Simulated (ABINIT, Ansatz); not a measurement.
## K2LiAlF6 (Fm-3m): G0W0 on several meshes in ABINIT

How does the mesh move the gap of K2LiAlF6 (Fm-3m)?

Program: ABINIT 10.8.3. Level of theory: LDA and many-body steps on it, plane waves. Results are calculated unless marked as measured.

## (1) The structure

Symmetry: Fm-3m, No. 225, cubic system. The conventional cell has a = 7.842 Å, b = 7.842 Å, c = 7.842 Å, α = 90.00°, β = 90.00°, γ = 90.00°. K has 12 F at 2.78 Å nearest. Li has 6 F at 2.11 Å nearest. Al has 6 F at 1.81 Å nearest. F has 1 Al at 1.81 Å and 1 Li at 2.11 Å and 4 K at 2.78 Å nearest. Farther neighbours and most contacts between anions are not listed.

The cell and positions come from the Crystallography Open Database and are kept as given unless a step says otherwise.

## (2) Empty states on the mesh, 2×2×2 mesh, 250 bands

This step: ABINIT 10.8.3; DFT, LDA, plane waves, norm-conserving pseudopotentials.

The sums over transitions need many empty states on a uniform mesh; this step solves for them.

run.abi reads:

```
acell 3*1.0 Angstrom
rprim 
  0.000000000000 3.921000000000 3.921000000000
  3.921000000000 0.000000000000 3.921000000000
  3.921000000000 3.921000000000 -0.000000000000
ntypat 4
znucl 19 3 13 9
natom 10
typat 1 1 2 3 4 4 4 4 4 4
xred 
  0.250000000000 0.250000000000 0.250000000000
  0.750000000000 0.750000000000 0.750000000000
  0.500000000000 0.500000000000 0.500000000000
  0.000000000000 -0.000000000000 0.000000000000
  0.768900000000 0.231100000000 0.231100000000
  0.231100000000 0.768900000000 0.231100000000
  0.231100000000 0.768900000000 0.768900000000
  0.768900000000 0.231100000000 0.768900000000
  0.231100000000 0.231100000000 0.768900000000
  0.768900000000 0.768900000000 0.231100000000
pp_dirpath "pseudos"
pseudos "K.upf, Li.upf, Al.upf, F.upf"
ecut 36
ngkpt 2 2 2
nshiftk 1
shiftk 0 0 0
kptopt 1
chksymbreak 0
iscf -2
irdden 1
istwfk *1
nband 250
nbdbuf 22
tolwfr 1e-09
nstep 60
prtvol 0
indata_prefix "in"
outdata_prefix "out"
tmpdata_prefix "tmp"
```

Run with:

```
> OMP_NUM_THREADS=1 mpirun -n 4 abinit run.abi > log
```

Numbers of over 12 decimals in the logs are rounded to 6 here.

Log:

```text
.Version 10.8.3 of ABINIT. v10.8.2 released Aug 2026.

 Symmetries : space group Fm -3 m (#225); Bravais cF (face-center cubic)
[... echo of the input left out ...]
== DATASET  1 ==================================================================
-   mpi_nproc: 4, omp_nthreads: 1 (-1 if OMP is not activated)
-    --> not optimal distribution: autoparal keyword recommended in input file <--

--- !DatasetInfo
iteration_state: {dtset: 1, }
dimensions: {natom: 10, nkpt: 3, mband: 250, nsppol: 1, nspinor: 1, nspden: 1, mpw: 8393, }
cutoff_energies: {ecut:  36.0, pawecutdg:  -1.0, }
[...]
2.89383    2.89383    2.89520    2.89520    2.91995    2.92588    2.92588    2.92588
   2.93208    2.93208    2.93208    2.95540    2.95547    2.95666    2.95675    2.95685
   2.97154    2.98092
 prteigrs : prtvol=0 or 1, do not print more k-points.

== END DATASET(S) ==============================================================
================================================================================

 -outvars: echo values of variables after computation  --------
            nband         250
             nkpt           3
          spgroup         225
 [... the other variables as echoed above ...]

 Calculation completed.
```

The job ended after 3.6 min (4 MPI ranks of Arm Neoverse N1, shared host; peak memory 0.48 GiB).

This step gave:

```
gap                                                           : 7.553 eV
k of the valence top                                          : 0, 0, 0
k of the conduction bottom                                    : 0, 0, 0
least direct gap                                              : 7.553 eV
k points computed                                             : 3
lowest point of the top converged band, above the valence top : 75.7097 eV
```

On this mesh the gap is 7.553 eV.

The density comes from a self-consistent run that is not shown.

## (3) Screening, 2×2×2 mesh, 112 bands, screening to 114.3 eV

The RPA dielectric matrix is built and inverted for each q.

This step: RPA screening on LDA, plane waves, norm-conserving pseudopotentials.

run.abi: that of step 2 with these lines changed.

```diff
@@ -28,10 +28,11 @@
 chksymbreak 0
-iscf -2
-irdden 1
 istwfk *1
-nband 250
-nbdbuf 22
-tolwfr 1e-09
-nstep 60
-prtvol 0
+occopt 1
+irdwfk 1
+optdriver 3
+nband 112
+ecuteps 4.2
+inclvkb 2
+awtr 1
+symchi 1
 indata_prefix "in"
```

Log:

```text
.Version 10.8.3 of ABINIT. v10.8.2 released Aug 2026.

 Symmetries : space group Fm -3 m (#225); Bravais cF (face-center cubic)
[... echo of the input left out ...]
== DATASET  1 ==================================================================
-   mpi_nproc: 4, omp_nthreads: 1 (-1 if OMP is not activated)

--- !DatasetInfo
iteration_state: {dtset: 1, }
dimensions: {natom: 10, nkpt: 3, mband: 112, nsppol: 1, nspinor: 1, nspden: 1, mpw: 8393, }
cutoff_energies: {ecut:  36.0, pawecutdg:  -1.0, }
electrons: {nelect:   6.60000000E+01, charge:   0.00000000E+00, occopt:   1.00000000E+00, tsmear:   1.00000000E-02, }

 SCREENING: Calculation of the susceptibility and dielectric matrices

 Based on a program developped by R.W. Godby, V. Olevano, G. Onida, and L. Reining.
 Incorporated in ABINIT by V. Olevano, G.-M. Rignanese, and M. Torrent.
.Using double precision arithmetic ; gwpc =  8

[... cell and pseudopotentials left out ...]
--------------------------------------------------------------------------------

 ==== K-mesh for the wavefunctions ====
 Number of points in the irreducible wedge :     3
[... list of points left out ...]
 Together with 48 symmetry operations and time-reversal symmetry
 yields     8 points in the full Brillouin Zone.

 ==== Q-mesh for the screening function ====
 Number of points in the irreducible wedge :     3
[... list of points left out ...]
 Together with 48 symmetry operations and time-reversal symmetry
 yields     8 points in the full Brillouin Zone.

 setmesh: FFT mesh size selected  =    40x   40x   40
          total number of points  =        64000

 vcoul_init : cutoff-mode = AUXILIARY_FUNCTION
 q-points for optical limit:   1
     1)      0.000010    0.000020    0.000030

- screening: taking advantage of time-reversal symmetry
- Maximum band index for partially occupied states nbvw = 33
- Remaining bands to be divided among processors   nbcw = 79
- Number of bands treated by each node ~19

 Number of electrons calculated from density =   66.0000; Expected =   66.0000
 average of density, n =  0.081120
 r_s =    1.4331
 omega_plasma =   27.4738 [eV]

 calculating chi0 at frequencies [eV] :
  1    0.000000E+00    0.000000E+00
  2    0.000000E+00    2.747382E+01

--------------------------------------------------------------------------------
  q-point number  1        q = ( 0.000000, 0.000000, 0.000000) [r.l.u.]
--------------------------------------------------------------------------------
[... chi0 elements left out ...]
 For q-point:  0.000010 0.000020 0.000030
  dielectric constant =   2.0524
  dielectric constant without local fields =   2.2002

  Average fulfillment of the sum rule on Im[epsilon] for q-point    1 :     36.56  [%]
[... wings left out ...]
  q-point number  2        q = ( 0.500000, 0.000000, 0.000000) [r.l.u.]
--------------------------------------------------------------------------------
[... chi0 elements left out ...]
  Average fulfillment of the sum rule on Im[epsilon] for q-point    2 :     42.47  [%]

 [... 1 further q-points ...]
```

It took 54 s on 4 MPI ranks; peak memory 1.5 GiB; 3.6 min of CPU time.

Numbers from this step:

| Item | Value |
| --- | --- |
| ε∞ with local fields, on this mesh, along the program's q direction | 2.052 |
| the same without local fields | 2.200 |
| plasma frequency | 27.47 eV |
| plane waves in the screening matrix | 331 |

Local fields lower ε∞ by 7 %. On a Γ-centred mesh this coarse the value itself is usually too large, while a short band sum pulls it down.

## (4) 2×2×2

The self-energy is evaluated for the states that the input lists, and the levels follow from it, in one-shot runs by the linearised quasiparticle equation.

This step: G0W0 on LDA, plane waves, norm-conserving pseudopotentials.

run.abi: that of step 3 with these lines changed.

```diff
@@ -31,8 +31,15 @@
 irdwfk 1
-optdriver 3
+optdriver 4
 nband 112
+gwcalctyp 0
+ecutsigx 36
+symsigma 1
+nkptgw 1
+kptgw 
+  0.0000000000 0.0000000000 0.0000000000
+bdgw 
+  31 36
 ecuteps 4.2
-inclvkb 2
-awtr 1
-symchi 1
+irdscr 1
+ppmodel 1
 indata_prefix "in"
```

Log:

```text
.Version 10.8.3 of ABINIT. v10.8.2 released Aug 2026.

 Symmetries : space group Fm -3 m (#225); Bravais cF (face-center cubic)
[... echo of the input left out ...]
== DATASET  1 ==================================================================
-   mpi_nproc: 4, omp_nthreads: 1 (-1 if OMP is not activated)

--- !DatasetInfo
iteration_state: {dtset: 1, }
dimensions: {natom: 10, nkpt: 3, mband: 112, nsppol: 1, nspinor: 1, nspden: 1, mpw: 8393, }
cutoff_energies: {ecut:  36.0, pawecutdg:  -1.0, }
electrons: {nelect:   6.60000000E+01, charge:   0.00000000E+00, occopt:   1.00000000E+00, tsmear:   1.00000000E-02, }

 SIGMA: Calculation of the GW corrections

 Based on a program developped by R.W. Godby, V. Olevano, G. Onida, and L. Reining.
 Incorporated in ABINIT by V. Olevano, G.-M. Rignanese, and M. Torrent.
.Using double precision arithmetic ; gwpc =  8

[... cell and pseudopotentials left out ...]
--------------------------------------------------------------------------------

 ==== K-mesh for the wavefunctions ====
 Number of points in the irreducible wedge :     3
[... list of points left out ...]
 Together with 48 symmetry operations and time-reversal symmetry
 yields     8 points in the full Brillouin Zone.

 ==== Q-mesh for screening function ====
 Number of points in the irreducible wedge :     3
[... list of points left out ...]
 Together with 48 symmetry operations and time-reversal symmetry
 yields     8 points in the full Brillouin Zone.

 vcoul_init : cutoff-mode = AUXILIARY_FUNCTION
 q-points for optical limit:   1
     1)      0.000010    0.000020    0.000030
 setmesh: FFT mesh size selected  =    60x   60x   60
          total number of points  =       216000

 Number of electrons calculated from density =   66.0000; Expected =   66.0000
 average of density, n =  0.081120
 r_s =    1.4331
 omega_plasma =   27.4738 [eV]

 === KS Band Gaps ===
  >>>> For spin  1
   Minimum direct gap =   7.5533 [eV], located at k-point      :   0.0000  0.0000  0.0000
   Fundamental gap    =   7.5533 [eV], Top of valence bands at :   0.0000  0.0000  0.0000
                                       Bottom of conduction at :   0.0000  0.0000  0.0000
 SIGMA fundamental parameters:
 PLASMON POLE MODEL  1
 number of plane-waves for SigmaX                 8393
 number of plane-waves for SigmaC and W            331
 number of plane-waves for wavefunctions          8393
 number of bands                                   112
 number of independent spin polarizations            1
 number of spinorial components                      1
 number of k-points in IBZ                           3
 number of q-points in IBZ                           3
 number of symmetry operations                      48
 number of k-points in BZ                            8
 number of q-points in BZ                            8
 number of frequencies for dSigma/dE                 9
 frequency step for dSigma/dE [eV]                0.25
 number of omega for Sigma on real axis              0
 max omega for Sigma on real axis  [eV]           0.00
 zcut for avoiding poles [eV]                     0.10

 EPSILON^-1 parameters (SCR file):
 dimension of the eps^-1 matrix on file            331
 dimension of the eps^-1 matrix used               331
 number of plane-waves for wavefunctions          8393
 number of bands                                   112
 number of q-points in IBZ                           3
 number of frequencies                               2
 number of real frequencies                          1
 number of imag frequencies                          1

 matrix elements of self-energy operator (all in [eV])

 Perturbative Calculation

--- !SelfEnergy_ee
iteration_state: {dtset: 1, }
kpoint     : [   0.000,    0.000,    0.000, ]
spin       : 1
KS_gap     :    7.553
QP_gap     :   11.930
Delta_QP_KS:    4.376
data: !SigmaeeData |
     Band     E0 <VxcDFT>   SigX SigC(E0)      Z dSigC/dE  Sig(E)    E-E0       E
       31   0.311 -22.825 -30.265   5.070   0.828  -0.208 -24.786  -1.961  -1.650
       32   0.311 -22.825 -30.265   5.070   0.828  -0.208 -24.786  -1.961  -1.650
       33   0.311 -22.825 -30.265   5.070   0.828  -0.208 -24.786  -1.961  -1.650
       34   7.864 -11.404  -6.118  -2.596   0.898  -0.114  -8.989   2.415  10.279
       35  10.340 -10.711  -4.753  -2.508   0.902  -0.109  -7.599   3.112  13.452
       36  10.340 -10.711  -4.753  -2.508   0.902  -0.109  -7.599   3.112  13.452

== END DATASET(S) ==============================================================
================================================================================

 -outvars: echo values of variables after computation  --------
           etotal      0.0000000000E+00
            nband         112
             nkpt           3
          spgroup         225
 [... the other variables as echoed above ...]

 Calculation completed.
```

It took 12 s on 4 MPI ranks; peak memory 1.3 GiB.

Numbers from this step:

```yaml
g0w0_gap_on_the_points_computed: 11.93 eV
starting_gap_on_the_mesh: 7.553 eV
k_of_the_valence_top: 0, 0, 0
k_of_the_conduction_bottom: 0, 0, 0
z_at_the_valence_top: 0.828
z_at_the_conduction_bottom: 0.898
least_direct_g0w0_gap_on_the_computed_points: 11.93 eV
```

The gap on the mesh goes from 7.55 eV to 11.93 eV, a correction of +4.38 eV.

## (5) Empty states on the mesh, 4×4×4 mesh, 122 bands

This step: DFT, LDA, plane waves, norm-conserving pseudopotentials.

run.abi: that of step 4 with these lines changed.

```diff
@@ -23,3 +23,3 @@
 ecut 36
-ngkpt 2 2 2
+ngkpt 4 4 4
 nshiftk 1
@@ -28,18 +28,10 @@
 chksymbreak 0
+iscf -2
+irdden 1
 istwfk *1
-occopt 1
-irdwfk 1
-optdriver 4
-nband 112
-gwcalctyp 0
-ecutsigx 36
-symsigma 1
-nkptgw 1
-kptgw 
-  0.0000000000 0.0000000000 0.0000000000
-bdgw 
-  31 36
-ecuteps 4.2
-irdscr 1
-ppmodel 1
+nband 122
+nbdbuf 10
+tolwfr 1e-09
+nstep 60
+prtvol 0
 indata_prefix "in"
```

Log:

```text
.Version 10.8.3 of ABINIT. v10.8.2 released Aug 2026.

 Symmetries : space group Fm -3 m (#225); Bravais cF (face-center cubic)
[... echo of the input left out ...]
== DATASET  1 ==================================================================
-   mpi_nproc: 4, omp_nthreads: 1 (-1 if OMP is not activated)

--- !DatasetInfo
iteration_state: {dtset: 1, }
dimensions: {natom: 10, nkpt: 8, mband: 122, nsppol: 1, nspinor: 1, nspden: 1, mpw: 8424, }
cutoff_energies: {ecut:  36.0, pawecutdg:  -1.0, }
[...]
1.49007    1.49007    1.49007    1.59752    1.60176    1.60176    1.60326    1.60326
   1.60326    1.62091    1.62091    1.62091    1.62674    1.62674    1.62674    1.69071
   1.69079    1.69112
 prteigrs : prtvol=0 or 1, do not print more k-points.

== END DATASET(S) ==============================================================
================================================================================

 -outvars: echo values of variables after computation  --------
            nband         122
             nkpt           8
          spgroup         225
 [... the other variables as echoed above ...]

 Calculation completed.
```

Run time: 2.5 min. Hardware: 4 MPI ranks; peak memory 0.5 GiB; 9.9 min of CPU time.

This step gave:

| Quantity | Value |
| --- | --- |
| gap | 7.553 eV |
| k of the valence top | 0, 0, 0 |
| k of the conduction bottom | 0, 0, 0 |
| least direct gap | 7.553 eV |
| k points computed | 8 |
| lowest point of the top converged band, above the valence top | 41.00 eV |

On this mesh the gap is 7.553 eV.

## (6) Screening, 4×4×4 mesh, 112 bands, screening to 114.3 eV

This step: RPA screening on LDA, plane waves, norm-conserving pseudopotentials.

run.abi: that of step 5 with these lines changed.

```diff
@@ -28,10 +28,11 @@
 chksymbreak 0
-iscf -2
-irdden 1
 istwfk *1
-nband 122
-nbdbuf 10
-tolwfr 1e-09
-nstep 60
-prtvol 0
+occopt 1
+irdwfk 1
+optdriver 3
+nband 112
+ecuteps 4.2
+inclvkb 2
+awtr 1
+symchi 1
 indata_prefix "in"
```

Log:

```text
.Version 10.8.3 of ABINIT. v10.8.2 released Aug 2026.

 Symmetries : space group Fm -3 m (#225); Bravais cF (face-center cubic)
[... echo of the input left out ...]
== DATASET  1 ==================================================================
-   mpi_nproc: 4, omp_nthreads: 1 (-1 if OMP is not activated)

--- !DatasetInfo
iteration_state: {dtset: 1, }
dimensions: {natom: 10, nkpt: 8, mband: 112, nsppol: 1, nspinor: 1, nspden: 1, mpw: 8424, }
cutoff_energies: {ecut:  36.0, pawecutdg:  -1.0, }
electrons: {nelect:   6.60000000E+01, charge:   0.00000000E+00, occopt:   1.00000000E+00, tsmear:   1.00000000E-02, }

 SCREENING: Calculation of the susceptibility and dielectric matrices

 Based on a program developped by R.W. Godby, V. Olevano, G. Onida, and L. Reining.
 Incorporated in ABINIT by V. Olevano, G.-M. Rignanese, and M. Torrent.
.Using double precision arithmetic ; gwpc =  8

[... cell and pseudopotentials left out ...]
--------------------------------------------------------------------------------

 ==== K-mesh for the wavefunctions ====
 Number of points in the irreducible wedge :     8
[... list of points left out ...]
 Together with 48 symmetry operations and time-reversal symmetry
 yields    64 points in the full Brillouin Zone.

 ==== Q-mesh for the screening function ====
 Number of points in the irreducible wedge :     8
[... list of points left out ...]
 Together with 48 symmetry operations and time-reversal symmetry
 yields    64 points in the full Brillouin Zone.

 setmesh: FFT mesh size selected  =    40x   40x   40
          total number of points  =        64000

 vcoul_init : cutoff-mode = AUXILIARY_FUNCTION
 q-points for optical limit:   1
     1)      0.000010    0.000020    0.000030

- screening: taking advantage of time-reversal symmetry
- Maximum band index for partially occupied states nbvw = 33
- Remaining bands to be divided among processors   nbcw = 79
- Number of bands treated by each node ~19

 Number of electrons calculated from density =   66.0000; Expected =   66.0000
 average of density, n =  0.081120
 r_s =    1.4331
 omega_plasma =   27.4738 [eV]

 calculating chi0 at frequencies [eV] :
  1    0.000000E+00    0.000000E+00
  2    0.000000E+00    2.747382E+01

--------------------------------------------------------------------------------
  q-point number  1        q = ( 0.000000, 0.000000, 0.000000) [r.l.u.]
--------------------------------------------------------------------------------
[... chi0 elements left out ...]
 For q-point:  0.000010 0.000020 0.000030
  dielectric constant =   2.0309
  dielectric constant without local fields =   2.1781

  Average fulfillment of the sum rule on Im[epsilon] for q-point    1 :     36.44  [%]
[... wings left out ...]
  q-point number  2        q = ( 0.250000, 0.000000, 0.000000) [r.l.u.]
--------------------------------------------------------------------------------
[... chi0 elements left out ...]
  Average fulfillment of the sum rule on Im[epsilon] for q-point    2 :     47.08  [%]

 [... 6 further q-points ...]
```

The job ended after 6.7 min (4 MPI ranks; peak memory 2.7 GiB).

This step gave:

```yaml
eps_infinity_with_local_fields_on_this_mesh_along_the_program_s_q_direction: 2.031
the_same_without_local_fields: 2.178
plasma_frequency: 27.47 eV
plane_waves_in_the_screening_matrix: 331
```

(Part 1 of 2 ends here.)

[Paths, hosts, dates, memory and timing lines, banners, echoed tables and standing remarks are left out of the program output.]

[Logs are printed without paths, hosts, clocks, repeated set-up lines and the standing remarks that a program may print on its own settings, such as how far it seeks lower states.]

[Runs of the session that timed out or met a known fault of the program may be left out.]

[No measured gap is set beside runs whose start may be inverted or whose files or cutoffs have a known fault.]

[Hosts, paths, dates, database ids (printed as entryN), source tags and the programs' standing remarks are cut or masked in the printed files.]

[G0W0 gaps are taken among the corrected bands and points alone; a level outside them can change the order at an edge.]

[Where Ansatz stands beside ABINIT at settings called matched, ABINIT's density can come from a denser mesh and the files from another edition; pairs whose starting gaps differed by over 0.03 eV were left out, so agreement reads better than it is.]
